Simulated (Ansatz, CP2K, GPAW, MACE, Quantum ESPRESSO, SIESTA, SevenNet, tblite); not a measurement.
## tblite on amorphous SnO2 (72 atoms): settings against a plane-wave reference

Aim: run amorphous SnO2 (72 atoms) in tblite and see how near its forces come to a plane-wave reference, and at what cost.

Program: tblite 0.8.0. Level of theory: the method is named at each step. Results are calculated unless marked as measured.

### 1. Starting point

The cell holds 72 atoms: 24 Sn and 48 O. Cell: a = 9.851 Å, b = 9.851 Å, c = 9.851 Å, α = 90.0°, β = 90.0°, γ = 90.0°. 72 atoms (24 Sn, 48 O) placed at random at 6.03 g/cm³, melted at 5000 K for 10 ps at fixed volume with the Morse and Coulomb pair potential with partial charges (Pedone, Malavasi, Menziani, Cormack and Segre, J. Phys. Chem. B 110, 11780 (2006)). Quenched from 5000 K to 300 K at 50 K/ps and fixed volume, held 10 ps at zero pressure, then minimised at fixed cell. Then every atom was moved at random, 0.02 Å r.m.s. a Cartesian component.

The yardstick, on the same geometry:

| Property | Result |
| --- | --- |
| method | Kohn-Sham DFT, PBE, SSSP efficiency 1.3.0 pseudopotentials, plane waves (Quantum ESPRESSO 7.5); sssp-pbe-1.3.0-efficiency, cutoffs 60/480 Ry, Γ point |
| r.m.s. force component | 0.686 eV/Å |
| longest force | 2.589 eV/Å |
| pressure | 8.505 GPa |
| time | 2.3 min on 4 MPI ranks of Arm Neoverse V2, shared host |
| CPU time | 9.4 min |

### 2. GFN1-xTB

Method: GFN1-xTB tight binding, diagonalisation.

Input file run.py:

```python
import numpy as np
from ase.io import read
from tblite.ase import TBLite

atoms = read("structure.xyz")
atoms.calc = TBLite(method="GFN1-xTB", electronic_temperature=580, accuracy=1.0, max_iterations=250, mixer_damping=0.4, verbosity=1)
energy = atoms.get_potential_energy()
forces = atoms.get_forces()
print(f"energy {energy:.6f} eV")
print("forces (eV/A)")
for i, (a, f) in enumerate(zip(atoms, forces)):
    print(f"{i:4d} {a.symbol:2s} {f[0]:10.5f} {f[1]:10.5f} {f[2]:10.5f}")
stress = -atoms.get_stress(voigt=False) * 160.21766
print("stress (GPa, compression positive)")
for row in stress:
    print(" ".join(f"{x:10.4f}" for x in row))
print("charges (e)")
print(np.array2string(atoms.get_charges(), precision=4, suppress_small=True, max_line_width=110, threshold=100000))
```

Input file structure.xyz:

```xyz
72
Lattice="9.85089 0.00000 0.00000 0.00000 9.85089 0.00000 0.00000 0.00000 9.85089" Properties=species:S:1:pos:R:3 pbc="T T T"
Sn 7.21666 6.63211 3.26636
Sn 0.47905 2.16749 4.26317
Sn 5.00258 1.75247 0.97386
Sn 7.61533 4.56953 5.68840
Sn 2.18522 6.89464 3.83860
Sn 4.85895 7.11599 5.88640
Sn 9.64816 2.01933 9.30486
Sn 2.04091 4.61869 7.39299
Sn 2.04642 0.33739 1.72952
Sn 5.72573 9.80361 4.68676
Sn 8.16599 0.27720 2.34697
Sn 9.65801 7.15854 1.19767
Sn 8.21712 5.32076 9.23915
Sn 9.76420 6.84095 6.29403
Sn 2.51710 7.92642 8.79714
Sn 3.63311 2.91537 4.33016
Sn 4.91284 8.45945 1.25412
Sn 2.02731 9.68874 5.90531
Sn 4.60854 5.34559 0.58150
Sn 1.16191 4.17353 1.77681
Sn 7.76260 9.12517 8.56978
Sn 8.00868 1.37499 6.13198
Sn 5.16315 3.79190 7.64311
Sn 7.42728 3.66502 2.00495
O 8.61736 5.33101 7.28395
O 5.66840 9.51665 2.71855
O 3.75654 0.16599 0.65962
O 3.56474 3.68207 6.26950
O 6.29748 9.06577 9.82183
O 3.56681 1.91836 2.41761
O 8.42576 7.29715 9.48493
O 6.90065 1.71701 1.71849
O 3.60503 4.68065 8.64967
O 8.79803 8.25830 7.11983
O 6.22369 5.14413 9.11818
O 3.92656 9.00421 5.39405
O 5.19053 1.89393 4.65839
O 0.87151 3.21218 8.06197
O 8.30745 3.39629 9.84212
O 8.39069 8.10324 2.45425
O 5.50054 3.78934 1.41183
O 6.53676 9.82390 6.58719
O 3.88854 7.37329 7.46875
O 0.39394 0.61509 2.85282
O 1.24801 8.38577 0.54574
O 8.51038 6.26221 4.80123
O 3.77447 6.21394 4.52589
O 5.07212 2.39849 8.99958
O 1.26712 7.98346 5.22609
O 2.34028 1.47872 4.90702
O 1.31480 2.17281 0.85929
O 6.83455 3.08490 6.76323
O 8.96500 0.33493 0.47432
O 1.32760 6.60601 7.91539
O 2.76111 8.53796 2.81302
O 7.69611 0.66168 4.27036
[... 12 atom lines left out ...]
O 6.19197 7.76762 4.64578
O 8.87624 3.09732 5.29003
O 3.79772 7.21016 0.25120
O 1.81778 3.58060 3.62897
```

Started as:

```console
$ OMP_NUM_THREADS=1 python run.py > output.txt
```

Log:

```text
------------------------------------------------------------
  cycle        total energy    energy error   density error
------------------------------------------------------------
      1     -282.5471891094  -2.8243586E+02   7.1876811E-01
      2     -285.3730800208  -2.8258909E+00   2.6928165E-01
      3     -283.8477154525   1.5253646E+00   2.1545008E-01
      4     -285.0429163424  -1.1952009E+00   1.4178385E-01
      5     -285.1167071949  -7.3790853E-02   1.3155977E-01
      6     -285.5420013618  -4.2529417E-01   6.8669843E-02
      7     -285.6233963158  -8.1394954E-02   5.7511393E-02
      8     -285.6502389467  -2.6842631E-02   6.0082382E-02
      9     -285.7217360742  -7.1497127E-02   4.2697666E-02
     10     -285.7509282919  -2.9192218E-02   3.4258856E-02
     11     -285.7600214973  -9.0932054E-03   2.8785816E-02
     12     -285.7808974991  -2.0876002E-02   2.0778325E-02
     13     -285.7889414094  -8.0439104E-03   1.6093071E-02
     14     -285.7953731166  -6.4317072E-03   9.2930593E-03
     15     -285.7978311901  -2.4580735E-03   5.1057128E-03
     16     -285.7982586410  -4.2745090E-04   4.5961602E-03
     17     -285.7990510753  -7.9243425E-04   1.6025278E-03
     18     -285.7990926168  -4.1541533E-05   1.3915551E-03
     19     -285.7991665825  -7.3965735E-05   5.8617385E-04
     20     -285.7991734729  -6.8903794E-06   3.9280845E-04
     21     -285.7991622741   1.1198758E-05   6.4987505E-04
     22     -285.7991778504  -1.5576220E-05   2.2274157E-04
     23     -285.7991792269  -1.3765346E-06   1.2061838E-04
     24     -285.7991798141  -5.8720155E-07   4.8620981E-05
     25     -285.7991798688  -5.4737598E-08   3.4951967E-05
     26     -285.7991798907  -2.1839298E-08   2.5849007E-05
     27     -285.7991799110  -2.0361313E-08   1.1857276E-05
------------------------------------------------------------
 total:                                   2.085 sec
energy -7776.991810 eV
forces (eV/A)
   0 Sn   -0.54774   -0.56756   -0.12152
   1 Sn   -0.02415   -0.43071   -1.13866
   2 Sn   -0.24996    0.80263    0.66091
   3 Sn   -0.49200    1.06832   -0.01309
   4 Sn   -0.20564    0.64729    0.57715
   5 Sn   -0.78795   -0.68944   -0.19044
   6 Sn    0.76275    0.98960    1.27041
   7 Sn   -0.31860    0.44963   -0.04420
   8 Sn    0.22881   -0.00696    0.22215
   9 Sn   -0.28484    0.24285   -0.10030
  10 Sn    0.22601   -0.03149   -0.02857
  11 Sn    0.20678   -0.45281    0.15579
  12 Sn   -0.48182   -0.93319    0.17331
  13 Sn    0.91476   -1.08426    0.45758
  14 Sn   -0.61493    0.15427   -0.27305
  15 Sn   -0.48967   -0.73507   -0.17827
  16 Sn    0.02238    0.39226    1.07562
  17 Sn    0.06967   -0.68181   -0.36966
  18 Sn    0.21798   -0.15058   -0.28733
  19 Sn   -0.06722    0.01989   -0.10965
  20 Sn    0.35080   -0.09214    0.24053
  21 Sn   -0.18539    0.01665    0.23212
  22 Sn    0.26681    1.51408    0.28206
  23 Sn    0.81531    0.06096   -0.46972
[...]
64 O    -0.05677   -0.59112    0.24811
  65 O    -0.19569   -0.12767   -0.14096
  66 O    -0.27473   -0.00071   -0.24725
  67 O     0.56620    0.73824   -0.77679
  68 O     0.68268   -0.07474   -0.19020
  69 O     0.47453   -0.22349    0.06603
  70 O    -0.13050   -0.06924   -0.32639
  71 O    -0.23086    0.40187    0.22305
stress (GPa, compression positive)
   -8.1125    -0.3977     0.6206
   -0.3977    -7.9031    -0.2464
    0.6206    -0.2464    -7.2852
charges (e)
[ 0.7498  0.7857  0.7575  0.7554  0.7393  0.7238  0.7283  0.7139  0.723   0.737   0.7326  0.7731  0.7446
  0.7247  0.7313  0.7321  0.7354  0.7342  0.7318  0.7345  0.7238  0.7715  0.7386  0.7499 -0.3679 -0.4014
 -0.3446 -0.3556 -0.402  -0.3786 -0.3586 -0.3379 -0.3594 -0.3682 -0.3792 -0.3752 -0.3822 -0.3962 -0.375
 -0.3461 -0.3615 -0.3913 -0.3821 -0.3662 -0.3674 -0.3765 -0.362  -0.3891 -0.3452 -0.3649 -0.3648 -0.3613
 -0.3945 -0.3571 -0.4036 -0.3784 -0.3186 -0.3658 -0.4013 -0.3704 -0.3855 -0.3619 -0.3814 -0.3837 -0.356
 -0.3705 -0.3966 -0.3958 -0.3532 -0.3673 -0.3281 -0.3414]
```

The job ended after 2.5 s (1 thread of Arm Neoverse V2, shared host; peak memory 0.11 GiB).

Banners, paths, timers and routine set-up lines are dropped from the logs unmarked, and long logs keep their key lines alone; longer cuts are marked.

Numbers from this run, and their distance from the reference:

```
r.m.s. force component                  : 0.4351 eV/Å
r.m.s. difference of force components   : 441.1 meV/Å
longest difference of force vectors     : 1639 meV/Å
force difference over r.m.s. force      : 64.29 %
slope of forces against the reference's : 0.4945
correlation of force components         : 0.7796
pressure                                : -7.767 GPa
pressure difference                     : -16.27 GPa
```

Length of the force difference by element (eV/Å):

```tsv
element	atoms	mean	most
O	48	0.64	1.6
Sn	24	0.81	1.4
```

A closer look about Sn7, which bears the longest force: 9 atoms, nearest first, numbered in the order of the input, with positions taken from that point.

```tsv
atom	x	y	z	distance (Å)	bonds	Mulliken charge (e)	Fx	Fy	Fz (eV/Å)
Sn7	0.00	0.00	0.00	0.00	5	0.73	0.76	0.99	1.27
O57	-1.11	-0.93	-1.27	1.93	3	-0.32	-0.25	0.26	-0.61
O39	-1.34	1.38	0.54	2.00	3	-0.38	-0.30	-0.13	0.23
O38	1.07	1.19	-1.24	2.03	2	-0.40	-0.02	-0.08	-0.05
O51	1.52	0.15	1.41	2.07	3	-0.36	-0.01	0.11	-0.55
O53	-0.68	-1.68	1.02	2.08	3	-0.39	-0.49	-0.57	-0.17
O59	-0.32	1.20	3.10	3.34	3	-0.40	-0.04	-0.07	0.50
Sn21	-1.89	-2.75	-0.74	3.41	6	0.72	0.35	-0.09	0.24
O62	0.54	3.30	0.84	3.45	3	-0.36	-0.14	0.34	-0.36
```

Atoms are counted from 1 here, from 0 in the log.

Forces lie 64 % from the reference's, at 0.0045 times its CPU time (on 1 against 4 cores).

### 3. Outcome

| Property | Result |
| --- | --- |
| force difference from the reference | tblite GFN1-xTB, 64 % |
| its CPU time | 2.5 s |

**Reading.** Tight binding differs by 64 % (tblite GFN1-xTB); it is another model, with fitted parameters of its own, and the xTB methods hold dispersion. One electronic-structure run takes under half the reference's CPU time: tblite GFN1-xTB, at 64 % in 2.5 s against 9.4 min, too far off to be of use; its pressure misses by -16.3 GPa. Periodic xTB results under one method name differ between programs and library versions. The reference's pressure holds the uncorrected Pulay stress of its 60 Ry basis, so small pressure differences, and their order, may be the reference's own error. The quench rate of 50 K/ps is many orders above laboratory rates, so the cell is likely richer in defects and strain than a real sample. The network of bonds at the start is that of the classical potential that made the cell, and needn't be the one that DFT or experiment would give. The electronic-structure runs sample only Γ, in a cell whose shortest periodic width is 10 Å.

[Also dropped from logs without a mark: logging warnings of Python, and SIESTA's first energy breakdown and zero terms.]

[Logs are printed without paths, hosts, clocks, repeated set-up lines and the standing remarks that a program may print on its own settings, such as how far it seeks lower states.]

[Hosts, paths, dates, database ids (printed as entryN), source tags and the programs' standing remarks are cut or masked in the printed files.]
